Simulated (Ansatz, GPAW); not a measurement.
# Cutoff, mesh and smearing for Y2CO2 MXene monolayer, part 3 of 3

Wanted: a convergence study on the slab Y2CO2 MXene monolayer.

GPAW 26.7.0 and Ansatz 0.2.0; Ansatz plane waves; layer without images along its normal, relaxation of atoms and in-plane cell (the session's first sound run).

So far, upper work function (eV): step 3 (the slab's potential) 5.71; step 6 (cutoff 700 eV) 5.71; step 9 (k mesh 14×14) 5.71; step 10 (smearing 0.01 eV) 5.70.

## Step 11: The ladder

Times are for 1 thread of AMD EPYC 7R32 (Zen 2), shared host. The runs compared:

| no. | run | upper work function (eV) | lower work function (eV) | time | memory (GiB) |
| --- | --- | --- | --- | --- | --- |
| 1 | pw | 5.708 | 5.698 | 29 s | 0.25 |
| 2 | cutoff 700 | 5.706 | 5.696 | 68 s | 0.35 |
| 3 | k mesh 14×14 | 5.711 | 5.701 | 50 s | 0.3 |
| 4 | scheme Fermi-Dirac, smearing 0.01 | 5.704 | 5.694 | 29 s | 0.25 |

## Step 12: Without the dipole layer

The dipole layer is taken out and the cell repeats along the normal.

The input, run.py:

```python
import json
import numpy as np
from ase import Atoms
from gpaw import GPAW, PW

slab = Atoms(
    ['O', 'Y', 'C', 'Y', 'O'],
    positions=[
        [0.00000, 2.03738, 8.00000],
        [1.76443, 1.01869, 8.74443],
        [0.00000, -0.00000, 10.52468],
        [0.00000, 2.03738, 12.30493],
        [1.76443, 1.01869, 13.04936]],
    cell=[[3.52885, 0.0, 0.0], [-1.76443, 3.05608, -0.0], [0.0, -0.0, 21.0494]],
    pbc=[True, True, True])

slab.calc = GPAW(mode=PW(500), xc='PBE', kpts={'size': (9, 9, 1), 'gamma': True},
                 occupations={'name': 'fermi-dirac', 'width': 0.05}, nbands='160%',
                 convergence={'density': 1e-05}, maxiter=200,
                 symmetry={'tolerance': 1e-3}, txt='slab.txt')
result = {}
energy = slab.get_potential_energy()
fermi = slab.calc.get_fermi_level()
v = slab.calc.get_electrostatic_potential().mean((0, 1)) - fermi
n = slab.calc.get_pseudo_density().mean((0, 1))
L = slab.cell[2, 2]
z = np.arange(len(v)) * L / len(v)
low, high = slab.positions[:, 2].min(), slab.positions[:, 2].max()
below, above = np.interp([low - 5.8, high + 5.8], z, v)
slopes = [np.interp(x, z, np.gradient(v, z)) for x in (low - 5.8, high + 5.8)]
eps = np.array([[slab.calc.get_eigenvalues(k, s) for k in range(len(slab.calc.get_ibz_k_points()))]
                for s in range(slab.calc.get_number_of_spins())]) - fermi
top, bottom = eps[eps < 0].max(), eps[eps > 0].min()
dipole = slab.get_dipole_moment()[2]
print(f'energy {energy:.4f} eV, Fermi level {fermi:.4f} eV, dipole {dipole:.5f} e A')
print(f'potential 5.8 A off the faces, from the Fermi level: lower {below:.4f} eV, upper {above:.4f} eV')
print(f'slope of the potential there: lower {slopes[0]:.5f}, upper {slopes[1]:.5f} eV/A')
print(f'nearest levels on the mesh: {top:.4f} and {bottom:.4f} eV')
print('magnetic moment', round(slab.get_magnetic_moment(), 3))
result.update(energy=energy, fermi=fermi, dipole=dipole, below=below, above=above, slopes=slopes, edges=[top, bottom],
              z=z.tolist(), v=v.tolist(), n=n.tolist(), positions=slab.positions.tolist(),
              forces=slab.get_forces(apply_constraint=False).tolist(), moments=slab.get_magnetic_moments().tolist())
json.dump(result, open('result.json', 'w'))
```

On the command line:

```
OMP_NUM_THREADS=1 OPENBLAS_NUM_THREADS=1 python run.py
```

The log of the run:

```text
energy -36.8289 eV, Fermi level -1.7405 eV, dipole -0.00059 e A
potential 5.8 A off the faces, from the Fermi level: lower 5.7020 eV, upper 5.7041 eV
slope of the potential there: lower -0.00065, upper -0.00031 eV/A
nearest levels on the mesh: -0.0145 and 0.0341 eV
magnetic moment 0.0
```

The job ended after 29 s (1 thread of AMD EPYC 7R32 (Zen 2), shared host; peak memory 0.25 GiB).

The run finished with changed settings (dipole = false and pbc_z = true); it serves as a test.

Side by side:

| quantity | this run | sound run | difference |
| --- | --- | --- | --- |
| upper work function (eV) | 5.7041 | 5.7081 | -0.00400 |
| lower work function (eV) | 5.7020 | 5.6980 | 0.00401 |

## Step 13: Side by side

Results and costs are gathered.

This step: comparison of work functions, dipole and cost (GPAW 26.7.0).

Ladder, by row:

| step | code | work function, upper (eV) | work function, lower (eV) | dipole (e Å) | wall time (s) | peak memory (GiB) | threads |
| --- | --- | --- | --- | --- | --- | --- | --- |
| pw | GPAW | 5.708 | 5.698 | -5.92e-4 | 28.53 | 0.25 | 1 |
| ecut200 | GPAW | 5.598 | 5.588 | -6.06e-4 | 11.79 | 0.15 | 1 |
| ecut300 | GPAW | 5.713 | 5.703 | -5.97e-4 | 16.36 | 0.18 | 1 |
| ecut700 | GPAW | 5.706 | 5.696 | -5.91e-4 | 67.5 | 0.35 | 1 |
| k3 | GPAW | 5.938 | 5.927 | -5.91e-4 | 11.8 | 0.23 | 1 |
| k5 | GPAW | 5.708 | 5.698 | -5.91e-4 | 14.95 | 0.23 | 1 |
| k14 | GPAW | 5.711 | 5.701 | -5.92e-4 | 50.33 | 0.3 | 1 |
| smear | GPAW | 5.704 | 5.694 | -5.92e-4 | 28.79 | 0.25 | 1 |
| nodip | GPAW | 5.704 | 5.702 | -5.92e-4 | 28.67 | 0.25 | 1 |

## Step 14: A changed run

One more run, with changed settings.

This step: GPAW, PAW setups; slab in vacuum (GPAW 26.7.0).

run.py, as its differences from that of step 12:

```diff
@@ -3,3 +3,3 @@
 from ase import Atoms
-from gpaw import GPAW, PW
+from gpaw import GPAW
 
@@ -14,7 +14,8 @@
     cell=[[3.52885, 0.0, 0.0], [-1.76443, 3.05608, -0.0], [0.0, -0.0, 21.0494]],
-    pbc=[True, True, True])
+    pbc=[True, True, False])
 
-slab.calc = GPAW(mode=PW(500), xc='PBE', kpts={'size': (9, 9, 1), 'gamma': True},
+slab.calc = GPAW(mode='fd', h=0.4, xc='PBE', kpts={'size': (9, 9, 1), 'gamma': True},
                  occupations={'name': 'fermi-dirac', 'width': 0.05}, nbands='160%',
-                 convergence={'density': 1e-05}, maxiter=200,
+                 convergence={'density': 1e-05}, maxiter=100,
+                 poissonsolver={'dipolelayer': 'xy'},
                  symmetry={'tolerance': 1e-3}, txt='slab.txt')
```

The log of the run:

```text
LinAlgError: The leading minor of order 32 of B is not positive definite. The factorization of B could not be completed and no eigenvalues or eigenvectors were computed.
```

Elapsed: 2.9 s, on 1 thread; peak memory 0.16 GiB.

The run ended with an error.

The program's message: “LinAlgError: The leading minor of order 32 of B is not positive definite. The factorization of B could not be completed and no eigenvalues or eigenvectors were computed.”

The change that led to it: mode = "fd" and h = 0.4.

## Step 15: What came out

```
work function, upper and lower face : 5.708 and 5.698 eV
dipole along the normal             : -5.9e-4 e Å
```

With plane waves and PBE the work function is 5.71 eV on the upper face and 5.70 eV on the lower. The other smearing (Fermi-Dirac of 0.01 eV in place of Fermi-Dirac of 0.05) moves the two faces by -0.0042 and -0.0042 eV on the same mesh; a mesh is converged only for its smearing. Over the sound runs of the table the upper face's work function spans 5.704 (smear) to 5.711 eV (k14). The small printed dipole stands for a step of 9.9 meV from the lower to the upper face, and the probes find 10 meV; values this small are near the numerical noise of both. The layer's cell and atoms come from the relaxation; spin-orbit coupling and temperature are left out.

[Logs are printed without paths, hosts, clocks, repeated set-up lines and the standing remarks that a program may print on its own settings, such as how far it seeks lower states.]

[Hosts, paths, dates, database ids (printed as entryN), source tags and the programs' standing remarks are cut or masked in the printed files.]
